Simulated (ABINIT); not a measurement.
# A GW chain in ABINIT: MoS2 (P6_3/mmc), part 2 of 2

How does a plane-wave GW calculation on MoS2 (P6_3/mmc) run from the first input to the gap?

ABINIT 10.8.3; PBE and many-body steps on it, plane waves. Known limits of the many-body steps: not at the basis limit; no spin-orbit coupling; coarse k mesh.

So far. Step 2 (Ground state): The gap is indirect, with the least direct gap 0.77 eV higher. Step 3 (Empty states on the mesh, 3×3×1 mesh, 116 bands): On this mesh the gap is 1.052 eV. The earlier step found 0.889 eV, so this mesh misses an edge.

The database entry behind the starting cell differs from later determinations by our own check (about 0.3 % long), so it need not match the best structure at ambient conditions.

### 4. Screening, 3×3×1 mesh, 106 bands, screening to 108.8 eV

The RPA dielectric matrix is built and inverted for each q.

This step: RPA screening on PBE, plane waves, norm-conserving pseudopotentials.

File run.abi:

```
acell 3*1.0 Angstrom
rprim 
  3.169000000004 -0.000000000001 0.000000000000
  -1.584500000001 2.744434504597 0.000000000000
  0.000000000000 0.000000000000 12.324000000000
ntypat 2
znucl 42 16
natom 6
typat 1 1 2 2 2 2
xred 
  0.333333333333 0.666666666667 0.250000000000
  0.666666666667 0.333333333333 0.750000000000
  0.333333333333 0.666666666667 0.623000000000
  0.666666666667 0.333333333333 0.123000000000
  0.333333333333 0.666666666667 0.877000000000
  0.666666666667 0.333333333333 0.377000000000
pp_dirpath "pseudos"
pseudos "Mo.upf, S.upf"
ecut 36
ngkpt 3 3 1
nshiftk 1
shiftk 0 0 0
kptopt 1
chksymbreak 0
istwfk *1
occopt 1
irdwfk 1
optdriver 3
nband 106
ecuteps 4
inclvkb 2
awtr 1
symchi 1
indata_prefix "in"
outdata_prefix "out"
tmpdata_prefix "tmp"
```

The run is started by

```
$ OMP_NUM_THREADS=1 mpirun -n 8 abinit run.abi > log
```

Numbers of over 12 decimals in the logs are rounded to 6 here.

The program printed:

```text
.Version 10.8.3 of ABINIT. v10.8.2 released Aug 2026.

 Symmetries : space group P6_3/m m c (#194); Bravais hP (primitive hexag.)
[... echo of the input left out ...]
== DATASET  1 ==================================================================
-   mpi_nproc: 8, omp_nthreads: 1 (-1 if OMP is not activated)

--- !DatasetInfo
iteration_state: {dtset: 1, }
dimensions: {natom: 6, nkpt: 3, mband: 106, nsppol: 1, nspinor: 1, nspden: 1, mpw: 7476, }
cutoff_energies: {ecut:  36.0, pawecutdg:  -1.0, }
electrons: {nelect:   5.20000000E+01, charge:   0.00000000E+00, occopt:   1.00000000E+00, tsmear:   1.00000000E-02, }

 SCREENING: Calculation of the susceptibility and dielectric matrices

 Based on a program developped by R.W. Godby, V. Olevano, G. Onida, and L. Reining.
 Incorporated in ABINIT by V. Olevano, G.-M. Rignanese, and M. Torrent.
.Using double precision arithmetic ; gwpc =  8

[... cell and pseudopotentials left out ...]
--------------------------------------------------------------------------------

 ==== K-mesh for the wavefunctions ====
 Number of points in the irreducible wedge :     3
[... list of points left out ...]
 Together with 24 symmetry operations and time-reversal symmetry
 yields     9 points in the full Brillouin Zone.

 ==== Q-mesh for the screening function ====
 Number of points in the irreducible wedge :     3
[... list of points left out ...]
 Together with 24 symmetry operations and time-reversal symmetry
 yields     9 points in the full Brillouin Zone.

 setmesh: FFT mesh size selected  =    20x   20x   90
          total number of points  =        36000

 vcoul_init : cutoff-mode = AUXILIARY_FUNCTION
 q-points for optical limit:   1
     1)      0.000010    0.000020    0.000030

- screening: taking advantage of time-reversal symmetry
- Maximum band index for partially occupied states nbvw = 26
- Remaining bands to be divided among processors   nbcw = 80
- Number of bands treated by each node ~10

 Number of electrons calculated from density =   52.0000; Expected =   52.0000
 average of density, n =  0.071892
 r_s =    1.4919
 omega_plasma =   25.8640 [eV]

 calculating chi0 at frequencies [eV] :
  1    0.000000E+00    0.000000E+00
  2    0.000000E+00    2.586399E+01

--------------------------------------------------------------------------------
  q-point number  1        q = ( 0.000000, 0.000000, 0.000000) [r.l.u.]
--------------------------------------------------------------------------------
[... chi0 elements left out ...]
 For q-point:  0.000010 0.000020 0.000030
  dielectric constant =  17.3458
  dielectric constant without local fields =  19.5360

  Average fulfillment of the sum rule on Im[epsilon] for q-point    1 :     69.56  [%]
[... wings left out ...]
  q-point number  2        q = ( 0.333333, 0.000000, 0.000000) [r.l.u.]
--------------------------------------------------------------------------------
[... chi0 elements left out ...]
  Average fulfillment of the sum rule on Im[epsilon] for q-point    2 :     64.95  [%]

 [... 1 further q-points ...]
```

It took 35 s on 8 MPI ranks of Intel Xeon at 2.50GHz (Skylake/Cascade Lake), shared host; peak memory 1.6 GiB; 4.1 min of CPU time.

This step gave:

* ε∞ with local fields, on this mesh, along the program's q direction: 17.35
* the same without local fields: 19.54
* plasma frequency: 25.86 eV
* plane waves in the screening matrix: 291

Local fields lower ε∞ by 11 %. On a Γ-centred mesh this coarse the value itself is usually too large, while a short band sum pulls it down.

### 5. Self-energy, 3×3×1 mesh, 106 bands, screening to 108.8 eV

The self-energy is evaluated for the states that the input lists, and the levels follow from it, in one-shot runs by the linearised quasiparticle equation.

This step: G0W0 on PBE, plane waves, norm-conserving pseudopotentials.

Changes to run.abi since step 4:

```diff
@@ -27,8 +27,17 @@
 irdwfk 1
-optdriver 3
+optdriver 4
 nband 106
+gwcalctyp 0
+ecutsigx 36
+symsigma 1
+nkptgw 2
+kptgw 
+  0.0000000000 0.0000000000 0.0000000000
+  0.3333333333 0.3333333333 0.0000000000
+bdgw 
+  25 28
+  25 28
 ecuteps 4
-inclvkb 2
-awtr 1
-symchi 1
+irdscr 1
+ppmodel 1
 indata_prefix "in"
```

The program printed:

```text
.Version 10.8.3 of ABINIT. v10.8.2 released Aug 2026.

 Symmetries : space group P6_3/m m c (#194); Bravais hP (primitive hexag.)
[... echo of the input left out ...]
== DATASET  1 ==================================================================
-   mpi_nproc: 8, omp_nthreads: 1 (-1 if OMP is not activated)

--- !DatasetInfo
iteration_state: {dtset: 1, }
dimensions: {natom: 6, nkpt: 3, mband: 106, nsppol: 1, nspinor: 1, nspden: 1, mpw: 7476, }
cutoff_energies: {ecut:  36.0, pawecutdg:  -1.0, }
electrons: {nelect:   5.20000000E+01, charge:   0.00000000E+00, occopt:   1.00000000E+00, tsmear:   1.00000000E-02, }

 SIGMA: Calculation of the GW corrections

 Based on a program developped by R.W. Godby, V. Olevano, G. Onida, and L. Reining.
 Incorporated in ABINIT by V. Olevano, G.-M. Rignanese, and M. Torrent.
.Using double precision arithmetic ; gwpc =  8

[... cell and pseudopotentials left out ...]
--------------------------------------------------------------------------------

 ==== K-mesh for the wavefunctions ====
 Number of points in the irreducible wedge :     3
[... list of points left out ...]
 Together with 24 symmetry operations and time-reversal symmetry
 yields     9 points in the full Brillouin Zone.

 ==== Q-mesh for screening function ====
 Number of points in the irreducible wedge :     3
[... list of points left out ...]
 Together with 24 symmetry operations and time-reversal symmetry
 yields     9 points in the full Brillouin Zone.

 vcoul_init : cutoff-mode = AUXILIARY_FUNCTION
 q-points for optical limit:   1
     1)      0.000010    0.000020    0.000030
 setmesh: FFT mesh size selected  =    32x   32x  128
          total number of points  =       131072

 Number of electrons calculated from density =   52.0000; Expected =   52.0000
 average of density, n =  0.071892
 r_s =    1.4919
 omega_plasma =   25.8640 [eV]

 === KS Band Gaps ===
  >>>> For spin  1
   Minimum direct gap =   1.6539 [eV], located at k-point      :   0.3333  0.3333  0.0000
   Fundamental gap    =   1.0518 [eV], Top of valence bands at :   0.0000  0.0000  0.0000
                                       Bottom of conduction at :   0.3333  0.3333  0.0000
 SIGMA fundamental parameters:
 PLASMON POLE MODEL  1
 number of plane-waves for SigmaX                 7437
 number of plane-waves for SigmaC and W            291
 number of plane-waves for wavefunctions          7437
 number of bands                                   106
 number of independent spin polarizations            1
 number of spinorial components                      1
 number of k-points in IBZ                           3
 number of q-points in IBZ                           3
 number of symmetry operations                      24
 number of k-points in BZ                            9
 number of q-points in BZ                            9
 number of frequencies for dSigma/dE                 9
 frequency step for dSigma/dE [eV]                0.25
 number of omega for Sigma on real axis              0
 max omega for Sigma on real axis  [eV]           0.00
 zcut for avoiding poles [eV]                     0.10

 EPSILON^-1 parameters (SCR file):
 dimension of the eps^-1 matrix on file            291
 dimension of the eps^-1 matrix used               291
 number of plane-waves for wavefunctions          7437
 number of bands                                   106
 number of q-points in IBZ                           3
 number of frequencies                               2
 number of real frequencies                          1
 number of imag frequencies                          1

 matrix elements of self-energy operator (all in [eV])

 Perturbative Calculation

--- !SelfEnergy_ee
iteration_state: {dtset: 1, }
kpoint     : [   0.000,    0.000,    0.000, ]
spin       : 1
KS_gap     :    2.100
QP_gap     :    2.580
Delta_QP_KS:    0.480
data: !SigmaeeData |
     Band     E0 <VxcDFT>   SigX SigC(E0)      Z dSigC/dE  Sig(E)    E-E0       E
       25   7.290 -15.395 -16.765   1.757   0.777  -0.287 -15.094   0.301   7.591
       26   8.434 -16.370 -17.413   1.566   0.774  -0.292 -15.966   0.404   8.839
       27  10.534 -15.683 -10.950  -3.596   0.778  -0.285 -14.798   0.884  11.418
       28  10.534 -15.683 -10.950  -3.596   0.778  -0.285 -14.798   0.884  11.418

--- !SelfEnergy_ee
iteration_state: {dtset: 1, }
kpoint     : [   0.333,    0.333,    0.000, ]
spin       : 1
KS_gap     :    1.654
QP_gap     :    2.306
Delta_QP_KS:    0.652
data: !SigmaeeData |
     Band     E0 <VxcDFT>   SigX SigC(E0)      Z dSigC/dE  Sig(E)    E-E0       E
       25   7.670 -16.196 -17.477   1.792   0.776  -0.288 -15.800   0.397   8.067
       26   7.832 -16.549 -17.783   1.793   0.775  -0.290 -16.116   0.433   8.265
       27   9.486 -17.601 -12.714  -3.484   0.773  -0.293 -16.516   1.085  10.572
       28   9.486 -17.601 -12.714  -3.484   0.773  -0.293 -16.516   1.085  10.572

== END DATASET(S) ==============================================================
================================================================================

 -outvars: echo values of variables after computation  --------
           etotal      0.0000000000E+00
            nband         106
             nkpt           3
          spgroup         194
 [... the other variables as echoed above ...]

 Calculation completed.
```

Run time: 21 s. Hardware: 8 MPI ranks; peak memory 1.2 GiB.

This step gave:

```
G0W0 gap on the points computed              : 1.733 eV
starting gap on the mesh                     : 1.052 eV
k of the valence top                         : 0, 0, 0
k of the conduction bottom                   : 0.3333, 0.3333, 0
Z at the valence top                         : 0.774
Z at the conduction bottom                   : 0.773
least direct G0W0 gap on the computed points : 2.307 eV
```

The gap on the mesh goes from 1.05 eV to 1.73 eV, a correction of +0.68 eV. The start differs from the 0.89 eV found before because the two sample other k points.

Limits: finite bands, cutoff and mesh; no spin-orbit coupling; coarse k mesh. v1 is the top filled band, c1 the lowest empty one. The levels before and after the correction (eV, zero at the valence-band top of each column):

```csv
,conduction bottom,valence top
Kohn-Sham,1.05,0.00
G0W0,1.73,0.00
```

```
                           level  energy (eV)
Kohn-Sham                   Γ v2       -1.145
Kohn-Sham                   Γ v1        0.000
Kohn-Sham                Γ c1-c2        2.100
Kohn-Sham     (0.333 0.333 0) v2       -0.764
Kohn-Sham     (0.333 0.333 0) v1       -0.602
Kohn-Sham  (0.333 0.333 0) c1-c2        1.052
     G0W0                   Γ v2       -1.248
     G0W0                   Γ v1        0.000
     G0W0                Γ c1-c2        2.579
     G0W0     (0.333 0.333 0) v2       -0.772
     G0W0     (0.333 0.333 0) v1       -0.574
     G0W0  (0.333 0.333 0) c1-c2        1.733
```

### 6. Where the time went

Times are wall times on the hardware named with each run, good to a factor of about two.

```
                    step     time  share  memory (GiB)
            ground state     78 s   23 %          0.87
empty states on the mesh  3.5 min   61 %          0.33
               screening     35 s   10 %           1.6
             self-energy     21 s    6 %           1.2
```

### 7. What came out

* PBE gap: 0.89 eV, indirect
* G0W0 gap on the mesh: 1.73 eV
* G0W0 gap over the zone (rigid shift): 1.57 eV
* GW settings: 3×3×1 mesh, 106 bands, screening to 108.8 eV, Godby-Needs plasmon pole
* known limits: not at the basis limit; no spin-orbit coupling; coarse k mesh

In words: G0W0 moves the gap on the mesh from 1.05 eV to 1.73 eV (+0.68 eV), with Z of 0.77 and 0.77 at the edges. The mesh misses the band edges by 0.16 eV in all; a rigid shift gives 1.57 eV for the zone. Local fields lower the RPA ε∞ on this mesh from 19.54 to 17.35; a Γ-centred mesh this coarse tends to raise both, most where the direct gap is narrow, while a short band sum lowers them. Only 2 of the mesh's irreducible points were corrected, so a valley elsewhere could overtake. The dearest step here is «empty states on the mesh». Bands and cutoff are finite, so the gap is not at the basis limit. The miss can reach some tenths of an eV and take either sign; the mesh is an error of its own. In the G0W0 run levels were corrected at 2 k points alone, so a gap called «on the mesh» is the least over those, and an edge elsewhere would be missed. A denser mesh or path gives a starting gap of 0.89 eV: the GW mesh misses a band edge, so its gaps are not the fundamental one. The 3×3×1 mesh is coarse for this cell, which bears on the long-range parts of exchange and screening. The many-body steps are scalar-relativistic: spin-orbit coupling is not in them.

[Paths, hosts, dates, memory and timing lines, banners, echoed tables and standing remarks are left out of the program output.]

[Logs are printed without paths, hosts, clocks, repeated set-up lines and the standing remarks that a program may print on its own settings, such as how far it seeks lower states.]

[Runs of the session that timed out or met a known fault of the program may be left out.]

[Hosts, paths, dates, database ids (printed as entryN), source tags and the programs' standing remarks are cut or masked in the printed files.]

[G0W0 gaps are taken among the corrected bands and points alone; a level outside them can change the order at an edge.]

[Where Ansatz stands beside ABINIT at settings called matched, ABINIT's density can come from a denser mesh and the files from another edition; pairs whose starting gaps differed by over 0.03 eV were left out, so agreement reads better than it is.]
